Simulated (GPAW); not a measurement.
# Surface energy and work function of Zn(0001) from slabs of 3 to 12 layers (LDA)

How do energy and work function of Zn(0001) films settle with thickness, and what surface energy follows?

**Method.** GPAW 26.7.0, plane waves at 450 eV with PAW setups; symmetric 1×1 slabs cut at the tabulated lattice constant (two decimals; low-temperature values for the alkali metals), atoms at bulk places, 7.5 Å of vacuum on each side, one in-plane mesh for all thicknesses, Fermi-Dirac smearing of 0.1 eV. Energies are extrapolated to zero smearing and count from the program's reference atoms. Functional LDA. The cell's area is 6.128 Å².

Results, with one row withheld:

| layers | energy (eV) | work function (eV) |
| --- | --- | --- |
| 3 | −5.2399 | 4.52 |
| 4 | −7.1863 | 4.37 |
| 5 | −9.0583 | 4.32 |
| 6 | −10.9678 | 4.41 |
| 7 | −12.8831 | 4.46 |
| 8 | −14.7857 | 4.42 |
| 9 | −16.6923 | 4.37 |
| 10 | −18.6001 | 4.39 |
| 11 | −20.5165 | 4.41 |
| 12 | ? | ? |

**Question.** What surface energy do these runs give, and what energy and work function should the 12-layer slab have?

A: A slab of n layers has E(n) = nε + 2Aγ once its middle is bulk-like. A line through n = 6 to 11 has the slope ε = −1.9086 eV a layer and the intercept 2Aγ = 0.4822 eV (r.m.s. residual 3.4 meV). So γ = 0.4822 / (2 × 6.128 Å²) = 0.0393 eV/Å² = 0.63 J/m², with a standard error of about 0.01 J/m² from the scatter about the line. For 12 layers: 0.4822 + 12 × (−1.9086) = −22.421 eV; the run gives −22.429 eV, 7.7 meV under the line. The work function has no such law: from 6 to 11 layers it moves between 4.37 and 4.46 eV (mean 4.41), and the 12-layer slab gives 4.41 eV. The thinnest slab, 3 layers, lies +0.11 eV from that mean. The values go up and down with thickness, as expected where levels confined across the film cross the Fermi level one by one.

Caveats: The surfaces are unrelaxed, so γ is an upper bound for this functional and lattice constant. The tabulated lattice constant isn't the functional's own, which strains the slab a little.
